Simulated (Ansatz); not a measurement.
## Phonon transport in SiC (Moissanite 3C, F-43m)

Wanted: κ(T), lifetimes and mean free paths for SiC (Moissanite 3C).

Experimental results on record:
- thermal conductivity 360 W/m/K near room temperature (given in “Combining the AFLOW GIBBS and Elastic Libraries to efficiently and robustly screen thermo-mechanical properties of solids”, 2017, arXiv:1611.05714)

Main program and level: Ansatz 0.2.0; DFT r2SCAN, scalar-relativistic, plane waves, PAW; PAW set soft_1.

This is a report of a sequence of runs, with most program output left out.

## (1) Set-up

Symmetry: F-43m, No. 216, cubic system. The conventional cell has a = 4.358 Å, b = 4.358 Å, c = 4.358 Å, α = 90.00°, β = 90.00°, γ = 90.00°. Nearest to Si lie 4 C at 1.89 Å. Nearest to C lie 4 Si at 1.89 Å. Farther neighbours are not listed.

## (2) Probe on a coarse mesh

Before spending time, one coarse run tells the gap and the pressure of the starting cell.

input.yaml

```yaml
crystal:
  lattice:
    - [0.0, 2.179, 2.179]
    - [2.179, 0.0, 2.179]
    - [2.179, 2.179, 0.0]
  atoms:
    - { symbol: Si, position: [0.0, 0.0, 0.0] }
    - { symbol: C, position: [0.25, 0.25, 0.25] }
kpoints:
  mp_grid: { grid: [8, 8, 8] }
hamiltonian:
  xc: r2scan
  pseudopotentials: { kind: paw, azcp: { folder: soft_1 } }
scf:
  occupations: { method: gaussian, width: 0.1 }
  lower_state_search: "off"
output:
  forces: true
  stress: true
  eigenvalues: true
```

Launch:

```bash
$ ansatz run input.yaml --threads 18 --pin off --max-ram 92160MiB --backend cuda --events-out ev --progress --plain --runs-dir out --max-vram 78GiB
```

Elapsed: 1.3 s, on 1 × NVIDIA GB200 with 18 threads of Arm Neoverse V2, shared host; peak memory 1.1 GiB.

This step gave:

```yaml
pressure: -0.2123 GPa
gap_on_the_k_mesh: 1.711 eV
volume_per_atom: 10.35 Å³/atom
```

The start is under -0.21 GPa at this level and looks like an insulator or semiconductor on this mesh.

## (3) Finding the static equilibrium

The vibrations must be taken about the equilibrium of this functional, not about the starting cell, so the structure is relaxed.

input.yaml, the sections that differ from step 2:

```yaml
kpoints:
  mp_grid: { grid: [10, 10, 10] }
scf:
  occupations: { method: gaussian, width: 0.02 }
  lower_state_search: "off"
relax:
  adjacent_minimum: "off"
  f_tol: 0.005
  max_steps: 80
  cell: { stress_tol: 0.05 }
# crystal, hamiltonian, output: as in step 2
```

The job ended after 4.4 s (1 × NVIDIA GB200 with 18 threads; peak memory 1 GiB).

Little changed from the start: no atom moved by 0.005 Å and no cell edge by 0.1 %.

This step gave:

| Item | Value |
| --- | --- |
| pressure | -0.003162 GPa |
| volume per atom | 10.34 Å³/atom |

## (4) Relaxing to small residual forces and stress

The thresholds are tightened for a last relaxation ahead of the phonons, and where mesh or smearing change with them the cell follows.

input.yaml, the sections that differ from step 3:

```yaml
crystal:
  lattice:
    - [0.0, 2.1783189301, 2.1783189301]
    - [2.1783189301, 0.0, 2.1783189301]
    - [2.1783189301, 2.1783189301, 0.0]
  atoms:
    - { symbol: Si, position: [0.0, 0.0, 0.0] }
    - { symbol: C, position: [0.25, 0.25, 0.25] }
kpoints:
  mp_grid: { grid: [12, 12, 12] }
scf:
  occupations: { method: fixed }
  lower_state_search: "off"
relax:
  adjacent_minimum: "off"
  f_tol: 0.001
  max_steps: 60
  cell: { stress_tol: 0.01 }
# hamiltonian, output: as in step 3
```

The job ended after 3.2 s (1 × NVIDIA GB200 with 18 threads; peak memory 1 GiB).

Little changed from the start: no atom moved by 0.005 Å and no cell edge by 0.1 %.

This step gave:

```yaml
pressure: -0.003784 GPa
```

The residual pressure is -0.0038 GPa, small enough for phonons.

## (5) A faulty attempt

This input was changed on purpose, to see how the program answers.

input.yaml, the sections that differ from step 4:

```yaml
kpoints:
  mp_grid: { grid: [13, 13, 13] }
scf:
  occupations: { method: fixed }
  lower_state_search: "off"
  max_iter: 100
output:
  eigenvalues: true
phonons:
  supercell: [3, 3, 3]
  dielectric: false
  third_order: { supercell: [3, 3, 3], pair_cutoff: 2.036 }
  lattice_thermal_conductivity:
    qmesh: [13, 13, 13]
    temperatures: [300]
    isotope_mass_variance:
      - { species: C, variance: 7.387e-05 }
      - { species: Si, variance: 0.0002007 }
# crystal, hamiltonian: as in step 4
# relax: removed
```

Elapsed: 0.03 s, on 18 threads; peak memory 0.035 GiB.

The program refused the input before any cycle.

The program's message: “Error: 6 input errors — fix all and re-run
  1. invalid value for `phonons.supercell`: axis 0: the count 3 must divide kpoints.mp_grid.grid dimension 13 — the displaced supercells solve the k-mesh fol …”

The fault put into the input: a k mesh that the supercell doesn't divide.

## (6) Anharmonic force constants and conductivity

The supercell must be wider than twice the pair cutoff, and the number of displaced cells grows with the pairs inside it, which is where the cost lies.

input.yaml, the sections that differ from step 5:

```yaml
kpoints:
  mp_grid: { grid: [12, 12, 12] }
scf:
  occupations: { method: fixed }
  lower_state_search: "off"
phonons:
  method: fd
  dielectric: true
  supercell: [4, 4, 4]
  temperatures: { t_max: 1000, t_step: 50 }
  qpath:
    path:
      - [[0.0, 0.0, 0.0], [0.5, 0.0, 0.5], [0.5, 0.25, 0.75], [0.375, 0.375, 0.75], [0.0, 0.0, 0.0], [0.5, 0.5, 0.5], [0.625, 0.25, 0.625], [0.5, 0.25, 0.75], [0.5, 0.5, 0.5], [0.375, 0.375, 0.75]]
      - [[0.625, 0.25, 0.625], [0.5, 0.0, 0.5]]
    npoints: 10
  third_order: { supercell: [4, 4, 4], pair_cutoff: 4.507 }
  lattice_thermal_conductivity:
    qmesh: [25, 25, 25]
    temperatures: [100.0, 150.0, 200.0, 300.0, 400.0, 500.0, 600.0, 800.0]
    isotope_mass_variance:
      - { species: C, variance: 7.387e-05 }
      - { species: Si, variance: 0.0002007 }
    solution: relaxation_time
# crystal, hamiltonian, output: as in step 5
```

Run time: 12 min. Hardware: 1 × NVIDIA GB200 with 18 threads; peak memory 3.5 GiB; 75 min of CPU time.

This step gave:

- Γ frequencies: 0, 0, 0, 798.5, 798.5, 798.5 cm⁻¹ (negative: imaginary)
- lowest frequency on the path: 0 cm⁻¹
- zero-point energy: 0.2241 eV/cell
- point group: -43m
- highest frequency: 979.1 cm⁻¹
- Debye temperature from the second moment: 1195 K
- κ at 300 K (relaxation time): 508.2 W/m/K
- dipole term: run
- mean free path at half of κ: 656 nm
- share of κ above the three lowest branches: 0.001
- third-order blocks: 1166
- periodic aliases dropped: 0
- largest relative sum-rule correction: 0.2206
- displaced cells, third order: 125

LO-TO term included. Phonon branches along the path, in cm⁻¹:

```tsv
point	branch 1	branch 2	branch 3	branch 4	branch 5	branch 6
Γ	0	0	0	798	798	979
halfway	283	283	408	781	781	934
X	378	378	644	764	764	834
halfway	394	416	606	753	770	849
W	410	476	543	745	776	860
halfway	390	460	563	750	770	861
K	365	456	576	759	760	862
halfway	239	329	425	774	795	909
Γ	0	0	0	798	798	979
halfway	204	204	411	783	783	930
L	272	272	622	770	770	844
halfway	317	384	578	764	773	860
U	365	456	576	759	760	862
halfway	390	460	563	750	770	861
W	410	476	543	745	776	860
halfway	339	401	568	765	771	862
L	272	272	622	770	770	844
halfway	317	384	578	764	773	860
K	365	456	576	759	760	862
jump to U	365	456	576	759	760	862
halfway	376	407	624	762	763	844
X	378	378	644	764	764	834
```

Table of lattice thermal conductivity, RTA xx by temperature:

```tsv
temperature (K)	lattice thermal conductivity, RTA xx (W/m/K)
100	3521
150	1687
200	994
300	508
400	338
500	254
600	205
800	149
```

The modes has structure finer than the step of the table below, so its rows give means over 25 cm⁻¹, whole bins alone (the curve runs from -10 to 1016 cm⁻¹). Peaks (cm⁻¹: height): C 771.1: 0.0535, 868.0: 0.0210; Si 364.4: 0.0111, 551.7: 0.0102, 771.1: 0.0112, 868.0: 0.00208.

Phonopy on the run's constants, 21x21x21 mesh, Gaussian sigma 7.3 cm⁻¹. The modes by wavenumber; means over each step; values in 1/cm⁻¹/cell:

```tsv
wavenumber (cm⁻¹)	C	Si
25	3.1e-6	1.2e-5
50	3.0e-5	7.4e-5
75	6.3e-5	1.5e-4
100	1.2e-4	2.8e-4
125	1.9e-4	4.8e-4
150	2.7e-4	6.7e-4
175	3.9e-4	0.00103
200	5.5e-4	0.00147
225	7.5e-4	0.00213
250	0.00109	0.00325
275	0.00174	0.00549
300	0.00199	0.00687
325	0.00206	0.00792
350	0.00210	0.00931
375	0.00203	0.0106
400	0.00135	0.00785
425	1.0e-3	0.00603
450	9.0e-4	0.00591
475	6.3e-4	0.00338
500	5.7e-4	0.00270
525	6.8e-4	0.00514
550	6.7e-4	0.00933
575	3.5e-4	0.00598
600	1.3e-4	0.00303
625	3.0e-5	0.00110
650	9.0e-7	1.3e-4
675	0	0
700	0	0
725	1.5e-4	8.4e-6
750	0.0144	0.00238
775	0.0423	0.00939
800	0.00871	0.00262
825	4.4e-4	3.2e-5
850	0.00965	7.3e-4
875	0.0150	0.00174
900	0.00478	0.00110
925	0.00274	8.7e-4
950	0.00163	6.1e-4
975	5.3e-4	2.1e-4
1000	1.1e-5	5.0e-6
```

Distinct triplets, nearest first. Third order norms, by row:

```tsv
sites	side 1 (Å)	side 2 (Å)	side 3 (Å)	norm of the 27 components (eV/Å³)
Si-Si-Si	0	0	0	145.4
C-C-C	0	0	0	175.2
Si-C-C	0	1.89	1.89	71.45
Si-C-Si	0	1.89	1.89	68.5
Si-Si-C	1.89	1.89	3.08	2.047
Si-C-C	1.89	1.89	3.08	1.257
Si-Si-Si	0	3.08	3.08	3.695
Si-Si-Si	3.08	3.08	3.08	1.082
Si-Si-Si	3.08	3.08	3.08	0.321
C-C-C	0	3.08	3.08	3.193
C-C-C	3.08	3.08	3.08	0.338
Si-C-Si	1.89	3.08	3.61	0.595
Si-C-C	1.89	3.08	3.61	0.624
Si-C-C	0	3.61	3.61	1.062
Si-C-C	3.08	3.61	3.61	0.095
Si-C-C	3.08	3.61	3.61	0.097
Si-C-Si	3.08	3.61	3.61	0.142
Si-C-Si	3.08	3.61	3.61	0.046
Si-C-Si	0	3.61	3.61	0.816
Si-Si-Si	3.08	3.08	4.36	0.145
C-C-C	3.08	3.08	4.36	0.048
Si-C-Si	1.89	3.61	4.36	0.199
Si-C-C	1.89	3.61	4.36	0.147
Si-Si-Si	0	4.36	4.36	0.601
C-C-C	0	4.36	4.36	0.285
```

Born charge (rows field, columns displacement) (e), principal values of the symmetric part by kind of site:

```tsv
atom	atoms with these values	low	middle	high	mean
Si1	1	2.72	2.72	2.72	2.72
C2	1	-2.72	-2.72	-2.72	-2.72
```

In full for Si1:

```
2.72 0.00 0.00
0.00 2.72 0.00
0.00 0.00 2.72
```

RTA, 300 K. Kappa by branch, by row:

```tsv
branch (by rank)	mean frequency (THz)	mean rms speed (km/s)	median lifetime (ps)	share of kappa
1	9.35	3.81	22	0.416
2	10.84	5.14	12.7	0.316
3	15.37	5.19	6.03	0.266
4	23.04	0.67	2.28	0
5	23.31	0.68	2.32	0
6	26.45	1.69	2.2	0.001
```

Table of spectral kappa at 300 K, relaxation time (W/m/K/THz) by frequency; read off at these points:

```tsv
frequency (THz)	spectral kappa at 300 K, relaxation time (W/m/K/THz)
0.2	0
1.2	53.9
2.2	132
3.2	34.4
4.2	81.1
5.2	58.2
6.2	29.9
7.2	35.2
8.2	53.0
9.2	40.8
10.2	28.2
11.2	18.5
12.2	8.69
13.2	6.86
14.2	3.50
15.2	3.16
16.2	3.33
17.2	2.46
18.2	0.921
19.2	0.0195
20.2	0
21.2	0
22.2	0.00898
23.2	0.193
24.2	0
25.2	0.0383
26.2	0.239
27.2	0.137
28.2	0.0567
29.2	0.00197
```

Relaxation-time solution. The share of κ carried by shorter paths by mean free path:

```tsv
mean free path (nm)	100 K	300 K	800 K
1.47	0	0	0.002
2.15	0	0	0.003
3.16	0	0	0.006
4.64	0	0.001	0.009
6.81	0	0.001	0.015
10	0	0.002	0.036
14.7	0	0.003	0.085
21.5	0	0.006	0.137
31.6	0	0.018	0.203
46.4	0	0.045	0.29
68.1	0	0.088	0.401
100	0	0.131	0.489
147	0.001	0.2	0.556
215	0.003	0.298	0.613
316	0.009	0.376	0.698
464	0.017	0.452	0.733
681	0.026	0.508	0.767
1000	0.035	0.573	0.79
1470	0.045	0.67	0.802
2150	0.062	0.737	0.815
3160	0.087	0.769	0.815
4640	0.126	0.81	0.848
6810	0.165	0.822	1
10000	0.231	0.822	1
14700	0.319	0.88	1
21500	0.423	0.987	1
31600	0.548	1	1
46400	0.586	1	1
68100	0.72	1	1
1.0e5	0.757	1	1
1.5e5	0.869	1	1
2.2e5	0.972	1	1
3.2e5	1	1	1
```

300 K; a sample spread over frequency. Mode lifetimes, by row, the first 40 of 90 rows:

```tsv
q1	q2	q3	branch	frequency (THz)	rms speed (km/s)	three-phonon rate (1/ps)	isotope rate (1/ps)	lifetime (ps)	mean free path (nm)
0	0	0.04	1	1.108	7.56	4.82e-4	4.07e-7	2080	15700
0	0.08	-0.12	1	4.029	5.97	0.0031	1.43e-4	308	1840
0	0.08	0.2	1	5.271	7.46	0.0108	4.74e-4	88.7	662
0.04	0.08	0.24	2	6.129	7.68	0.0327	9.75e-4	29.7	228
0.04	0.08	0.28	2	6.825	6.99	0.0393	0.00172	24.4	170
0.04	0.2	0.24	2	7.341	6.64	0.0385	0.00266	24.3	161
0.04	0.16	-0.24	1	7.713	4.77	0.0109	0.00368	68.6	327
0.08	0.2	-0.2	1	8.087	5.61	0.0146	0.00559	49.4	277
0	0.08	-0.4	1	8.263	2.16	0.00925	0.00719	60.8	131
0.04	0.16	-0.16	2	8.529	7.47	0.0318	0.00815	25	187
0.04	0.08	-0.48	2	8.751	4.37	0.0118	0.00877	48.6	212
0	0.2	0.36	1	9.032	4.25	0.0407	0.0101	19.7	83.7
0	0.16	-0.48	1	9.226	2.96	0.0243	0.0107	28.6	84.6
0.08	0.24	0.44	1	9.478	4.62	0.0415	0.0121	18.7	86.2
0	0.12	0.48	2	9.667	6.29	0.0223	0.0127	28.5	179
0.04	0.24	-0.4	1	9.948	3.2	0.0319	0.0146	21.5	68.8
0.08	0.16	-0.48	2	10.11	6.3	0.0307	0.0155	21.6	136
0.08	0.2	0.44	2	10.34	6.32	0.0394	0.0172	17.7	112
0.12	0.32	0.48	1	10.5	4.15	0.0454	0.0191	15.5	64.3
0.04	0.32	-0.4	1	10.72	2.46	0.0412	0.0211	16.1	39.5
0.04	0.36	-0.36	1	10.89	2.09	0.042	0.0232	15.3	32.1
0	0.36	-0.44	1	11.03	1.21	0.0532	0.0252	12.7	15.4
0.08	0.4	-0.32	1	11.18	2.87	0.0454	0.0277	13.7	39.3
0	0.48	-0.48	1	11.33	0.12	0.0763	0.0319	9.25	1.08
0.16	0.4	-0.44	1	11.49	2.53	0.0626	0.0261	11.3	28.5
0.12	0.28	-0.2	2	11.7	5.21	0.0722	0.0231	10.5	54.6
0	0.36	0.48	2	11.89	3.79	0.0897	0.0223	8.93	33.8
0.2	0.44	-0.28	1	12.12	1.78	0.099	0.0217	8.29	14.7
0.04	0.12	-0.2	3	12.42	9.19	0.143	0.0152	6.31	58
0.12	0.36	-0.44	2	12.74	3.79	0.0929	0.019	8.94	33.9
0.08	0.4	-0.4	2	13.09	3.69	0.102	0.021	8.13	30
0.08	0.24	-0.16	3	13.38	5.86	0.158	0.0191	5.64	33
0.12	0.44	-0.32	2	13.69	3.01	0.0905	0.0238	8.75	26.4
0.2	0.4	-0.32	2	13.98	2.17	0.066	0.0191	11.7	25.5
0	0.12	-0.28	3	14.64	7.92	0.154	0.00832	6.16	48.8
0.12	0.28	0.48	3	15.25	4.47	0.163	0.0133	5.68	25.4
0.12	0.36	-0.24	3	15.8	1.71	0.193	0.0242	4.61	7.9
0.04	0.32	-0.32	3	16.11	2.62	0.193	0.0394	4.3	11.3
0.16	0.36	-0.32	3	16.32	1.11	0.187	0.0682	3.92	4.35
0.12	0.36	-0.44	3	16.55	3.73	0.154	0.0597	4.68	17.4
```

Without the LO-TO term. Gamma linewidths, by row:

```tsv
branch	frequency (cm⁻¹)	three-phonon rate (1/ps)	isotope rate (1/ps)	FWHM (cm⁻¹)
4	798.5	0.334	0	1.77
5	798.5	0.334	0	1.77
6	798.5	0.334	0	1.77
```

W/m/K, third of the trace; RTA populations with a boundary rate v/L added to each mode (Matthiessen's rule). Kappa by grain size, by row:

```tsv
T (K)	bulk	10 nm	30 nm	100 nm	300 nm	1000 nm	10000 nm	100000 nm
100	3521	5.805	16.72	50.05	123.8	296.8	1141	2520
300	508.1	20.98	50.77	111.6	189.9	282.9	422.7	492
600	204.6	21.85	44.93	80.23	114	145	185.2	201.7
```

W/m/K, third of the trace; RTA populations with the isotope rates scaled. Kappa by mass disorder, by row:

```tsv
T (K)	no isotopes	as typed	variance x 3	variance x 10	variance x 30
100	7117	3521	2351	1306	686.1
300	582.8	508.1	431.6	326	230.1
600	216.2	204.6	187.7	155.3	119
```

At 300 K the relaxation-time value is 508 W/(m K).

## (7) Summary of results

| Quantity | Value |
| --- | --- |
| highest frequency | 979.1 cm⁻¹ |
| Debye temperature from the second moment | 1195 K |
| κ at 300 K (relaxation time) | 508.2 W/m/K |
| mean free path at half of κ | 656 nm |
| share of κ above the three lowest branches | 0.001 |

**Reading.** The lattice of SiC (Moissanite 3C) conducts 508 W/(m K) at 300 K by r2SCAN (mean over directions, relaxation-time solution). Above 300 K the relaxation-time κ falls as T^-1.25. Grains of 100 nm would keep 22 % of the bulk value at 300 K, and grains of 1 µm 56 %. Removing the natural isotope disorder raises κ at 300 K by 15 %. A measured thermal conductivity near room temperature is 360 W/m/K (arXiv:1611.05714); the calculated 508 W/m/K differs by +41 %. Four-phonon, defect and boundary scattering, which are left out, would lower the calculated value; thermal expansion is left out too. The last run computed the relaxation-time solution alone; it counts normal processes as resistive, so the full solution usually lies higher, most of all in good conductors. The sum rules changed one orbit of cubic constants by up to 22 %; by the manual a large change points to a short cutoff or, on a small and distant orbit, to noisy forces. The conductivities include the coherence part between close branches; the shares for grains, isotopes, branches and paths are of the relaxation-time populations alone. Cubic couplings among atoms farther apart than the pair cutoff are dropped, and neither the cutoff nor the q-mesh was shown to be converged here. The interpolation has no quadrupole term, so branches near the zone centre are less sure, since this crystal has sites that are not centres of inversion. The PAW files were made for PBE and are used here under another functional, for which the program regenerates the frozen cores.

[Logs are printed without paths, hosts, clocks, repeated set-up lines and the standing remarks that a program may print on its own settings, such as how far it seeks lower states.]

[Hosts, paths, dates, database ids (printed as entryN), source tags and the programs' standing remarks are cut or masked in the printed files.]

[A step with changed settings may run another functional than the one named; its input shows which.]
